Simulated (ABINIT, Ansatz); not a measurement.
# A GW chain in ABINIT: ZrZnF6 (Fm-3m), part 3 of 3

How does a plane-wave GW calculation on ZrZnF6 (Fm-3m) run from the first input to the gap?

ABINIT 10.8.3; PBEsol and many-body steps on it, plane waves. Known limits of the many-body steps: not at the basis limit; d shell near the gap, gap tends to lie low; no spin-orbit coupling; coarse k mesh.

So far. Step 4 (Empty states on the mesh, 2×2×2 mesh, 273 bands): On this mesh the gap is 6.313 eV. Step 5 (Screening, 2×2×2 mesh, 249 bands, screening to 176.9 eV): Local fields lower ε∞ by 8 %. On a Γ-centred mesh this coarse the value itself is usually too large, while a short band sum pulls it down.

### 6. Self-energy, 2×2×2 mesh, 249 bands, screening to 176.9 eV

The self-energy is evaluated for the states that the input lists, and the levels follow from it, in one-shot runs by the linearised quasiparticle equation.

This step: G0W0 on PBEsol, plane waves, norm-conserving pseudopotentials.

run.abi

```
acell 3*1.0 Angstrom
rprim 
  -0.000000000000 4.028896100000 4.028896100000
  4.028896100000 -0.000000000000 4.028896100000
  4.028896100000 4.028896100000 -0.000000000000
ntypat 3
znucl 40 30 9
natom 8
typat 1 2 3 3 3 3 3 3
xred 
  0.000000000000 0.000000000000 0.000000000000
  0.500000000000 0.500000000000 0.500000000000
  0.750139860000 0.249860140000 0.249860140000
  0.249860140000 0.750139860000 0.750139860000
  0.249860140000 0.750139860000 0.249860140000
  0.750139860000 0.249860140000 0.750139860000
  0.249860140000 0.249860140000 0.750139860000
  0.750139860000 0.750139860000 0.249860140000
pp_dirpath "pseudos"
pseudos "Zr.upf, Zn.upf, F.upf"
ecut 38
ngkpt 2 2 2
nshiftk 1
shiftk 0 0 0
kptopt 1
chksymbreak 0
istwfk *1
occopt 1
irdwfk 1
optdriver 4
nband 249
gwcalctyp 0
ecutsigx 38
symsigma 1
nkptgw 2
kptgw 
  0.5000000000 0.0000000000 0.0000000000
  0.0000000000 0.0000000000 0.0000000000
bdgw 
  36 40
  35 40
ecuteps 6.5
irdscr 1
ppmodel 1
indata_prefix "in"
outdata_prefix "out"
tmpdata_prefix "tmp"
```

The run is started by

```console
$ OMP_NUM_THREADS=1 mpirun -n 4 abinit run.abi > log
```

Numbers of over 12 decimals in the logs are rounded to 6 here.

Output:

```text
.Version 10.8.3 of ABINIT. v10.8.2 released Aug 2026.

 Symmetries : space group Fm -3 m (#225); Bravais cF (face-center cubic)
[... echo of the input left out ...]
== DATASET  1 ==================================================================
-   mpi_nproc: 4, omp_nthreads: 1 (-1 if OMP is not activated)

--- !DatasetInfo
iteration_state: {dtset: 1, }
dimensions: {natom: 8, nkpt: 3, mband: 249, nsppol: 1, nspinor: 1, nspden: 1, mpw: 9922, }
cutoff_energies: {ecut:  38.0, pawecutdg:  -1.0, }
electrons: {nelect:   7.40000000E+01, charge:   0.00000000E+00, occopt:   1.00000000E+00, tsmear:   1.00000000E-02, }

 SIGMA: Calculation of the GW corrections

 Based on a program developped by R.W. Godby, V. Olevano, G. Onida, and L. Reining.
 Incorporated in ABINIT by V. Olevano, G.-M. Rignanese, and M. Torrent.
.Using double precision arithmetic ; gwpc =  8

[... cell and pseudopotentials left out ...]
--------------------------------------------------------------------------------

 ==== K-mesh for the wavefunctions ====
 Number of points in the irreducible wedge :     3
[... list of points left out ...]
 Together with 48 symmetry operations and time-reversal symmetry
 yields     8 points in the full Brillouin Zone.

 ==== Q-mesh for screening function ====
 Number of points in the irreducible wedge :     3
[... list of points left out ...]
 Together with 48 symmetry operations and time-reversal symmetry
 yields     8 points in the full Brillouin Zone.

 vcoul_init : cutoff-mode = AUXILIARY_FUNCTION
 q-points for optical limit:   1
     1)      0.000010    0.000020    0.000030
 setmesh: FFT mesh size selected  =    60x   60x   60
          total number of points  =       216000

 Number of electrons calculated from density =   74.0000; Expected =   74.0000
 average of density, n =  0.083839
 r_s =    1.4174
 omega_plasma =   27.9305 [eV]

 === KS Band Gaps ===
  >>>> For spin  1
   Minimum direct gap =   6.3132 [eV], located at k-point      :   0.5000  0.0000  0.0000
   Fundamental gap    =   6.3132 [eV], Top of valence bands at :   0.5000  0.0000  0.0000
                                       Bottom of conduction at :   0.5000  0.0000  0.0000
 SIGMA fundamental parameters:
 PLASMON POLE MODEL  1
 number of plane-waves for SigmaX                 9841
 number of plane-waves for SigmaC and W            725
 number of plane-waves for wavefunctions          9841
 number of bands                                   249
 number of independent spin polarizations            1
 number of spinorial components                      1
 number of k-points in IBZ                           3
 number of q-points in IBZ                           3
 number of symmetry operations                      48
 number of k-points in BZ                            8
 number of q-points in BZ                            8
 number of frequencies for dSigma/dE                 9
 frequency step for dSigma/dE [eV]                0.25
 number of omega for Sigma on real axis              0
 max omega for Sigma on real axis  [eV]           0.00
 zcut for avoiding poles [eV]                     0.10

 EPSILON^-1 parameters (SCR file):
 dimension of the eps^-1 matrix on file            725
 dimension of the eps^-1 matrix used               725
 number of plane-waves for wavefunctions          9841
 number of bands                                   249
 number of q-points in IBZ                           3
 number of frequencies                               2
 number of real frequencies                          1
 number of imag frequencies                          1

 matrix elements of self-energy operator (all in [eV])

 Perturbative Calculation

--- !SelfEnergy_ee
iteration_state: {dtset: 1, }
kpoint     : [   0.500,    0.000,    0.000, ]
spin       : 1
KS_gap     :    6.313
QP_gap     :   10.737
Delta_QP_KS:    4.424
data: !SigmaeeData |
     Band     E0 <VxcDFT>   SigX SigC(E0)      Z dSigC/dE  Sig(E)    E-E0       E
       36  -1.574 -28.751 -36.306   5.327   0.825  -0.212 -30.590  -1.839  -3.413
       37  -1.574 -28.751 -36.306   5.327   0.825  -0.212 -30.590  -1.839  -3.413
       38   4.739 -16.345  -9.898  -3.415   0.853  -0.173 -13.760   2.585   7.325
       39   4.840 -16.761 -10.298  -3.374   0.851  -0.176 -14.134   2.628   7.468
       40   4.840 -16.761 -10.298  -3.374   0.851  -0.176 -14.134   2.628   7.468

--- !SelfEnergy_ee
iteration_state: {dtset: 1, }
kpoint     : [   0.000,    0.000,    0.000, ]
spin       : 1
KS_gap     :    6.958
QP_gap     :   11.199
Delta_QP_KS:    4.241
data: !SigmaeeData |
     Band     E0 <VxcDFT>   SigX SigC(E0)      Z dSigC/dE  Sig(E)    E-E0       E
       35  -2.188 -22.782 -30.159   5.338   0.803  -0.245 -24.419  -1.637  -3.825
       36  -2.188 -22.782 -30.159   5.338   0.803  -0.245 -24.419  -1.637  -3.825
       37  -2.188 -22.782 -30.159   5.338   0.803  -0.245 -24.419  -1.637  -3.825
       38   4.770 -16.623 -10.168  -3.397   0.852  -0.174 -14.019   2.604   7.374
       39   4.770 -16.623 -10.168  -3.397   0.852  -0.174 -14.019   2.604   7.374
       40   4.770 -16.623 -10.168  -3.397   0.852  -0.174 -14.019   2.604   7.374

== END DATASET(S) ==============================================================
================================================================================

 -outvars: echo values of variables after computation  --------
           etotal      0.0000000000E+00
            nband         249
             nkpt           3
          spgroup         225
 [... the other variables as echoed above ...]

 Calculation completed.
```

The job ended after 54 s (4 MPI ranks of Arm Neoverse V2, shared host; peak memory 2.2 GiB; 3.6 min of CPU time).

This step gave:

```
G0W0 gap on the points computed              : 10.74 eV
starting gap on the mesh                     : 6.313 eV
k of the valence top                         : 0.5, 0, 0
k of the conduction bottom                   : 0.5, 0, 0
Z at the valence top                         : 0.825
Z at the conduction bottom                   : 0.853
least direct G0W0 gap on the computed points : 10.74 eV
```

The gap on the mesh goes from 6.31 eV to 10.74 eV, a correction of +4.42 eV.

Limits: finite bands, cutoff and mesh; d shell near the gap, gap tends to lie low; no spin-orbit coupling; coarse k mesh. v1 is the top filled band, c1 the lowest empty one. Levels before and after the correction, in eV, zero at the valence-band top of each column:

|  | conduction bottom | valence top |
| --- | --- | --- |
| Kohn-Sham | 6.31 | 0.00 |
| G0W0 | 10.74 | 0.00 |

|  | level | energy (eV) |
| --- | --- | --- |
| Kohn-Sham | (0.5 0 0) v2-v1 | 0.000 |
| Kohn-Sham | (0.5 0 0) c1 | 6.313 |
| Kohn-Sham | (0.5 0 0) c2-c3 | 6.414 |
| G0W0 | (0.5 0 0) v2-v1 | 0.000 |
| G0W0 | (0.5 0 0) c1 | 10.738 |
| G0W0 | (0.5 0 0) c2-c3 | 10.881 |

### 7. Where the time went

Times are wall times on 4 MPI ranks of Arm Neoverse V2, shared host, good to a factor of about two.

| step | time | share | memory (GiB) |
| --- | --- | --- | --- |
| ground state | 67 s | 14 % | 0.5 |
| bands along the symmetry lines | 92 s | 20 % | 0.52 |
| empty states on the mesh | 2.5 min | 32 % | 0.46 |
| screening | 1.7 min | 22 % | 2.5 |
| self-energy | 54 s | 12 % | 2.2 |

### 8. Outcome

```json
{
 "PBEsol gap": "6.31 eV, direct",
 "G0W0 gap on the mesh": "10.74 eV",
 "GW settings": "2×2×2 mesh, 249 bands, screening to 176.9 eV, Godby-Needs plasmon pole",
 "known limits": "not at the basis limit; d shell near the gap, gap tends to lie low; no spin-orbit coupling; coarse k mesh"
}
```

G0W0 moves the gap on the mesh from 6.31 eV to 10.74 eV (+4.42 eV), with Z of 0.82 and 0.85 at the edges. Local fields lower the RPA ε∞ on this mesh from 2.35 to 2.17; a Γ-centred mesh this coarse tends to raise both, most where the direct gap is narrow, while a short band sum lowers them. Only 2 of the mesh's irreducible points were corrected, so a valley elsewhere could overtake. Bands and cutoff are finite, so the gap is not at the basis limit. The miss can reach some tenths of an eV and take either sign; the mesh is an error of its own. In the G0W0 run levels were corrected at 2 k points alone, so a gap called «on the mesh» is the least over those, and an edge elsewhere would be missed. The 2×2×2 mesh is coarse for this cell, which bears on the long-range parts of exchange and screening. A d shell, filled or nearly so, lies near the gap. One-shot GW converges very slowly in bands there, not always from below, and on a semilocal start the gap tends to come out low; starts rich in exact exchange can overshoot instead. The many-body steps are scalar-relativistic: spin-orbit coupling is not in them.

[Paths, hosts, dates, memory and timing lines, banners, echoed tables and standing remarks are left out of the program output.]

[Logs are printed without paths, hosts, clocks, repeated set-up lines and the standing remarks that a program may print on its own settings, such as how far it seeks lower states.]

[Runs of the session that timed out or met a known fault of the program may be left out.]

[Hosts, paths, dates, database ids (printed as entryN), source tags and the programs' standing remarks are cut or masked in the printed files.]

[G0W0 gaps are taken among the corrected bands and points alone; a level outside them can change the order at an edge.]

[Where Ansatz stands beside ABINIT at settings called matched, ABINIT's density can come from a denser mesh and the files from another edition; pairs whose starting gaps differed by over 0.03 eV were left out, so agreement reads better than it is.]
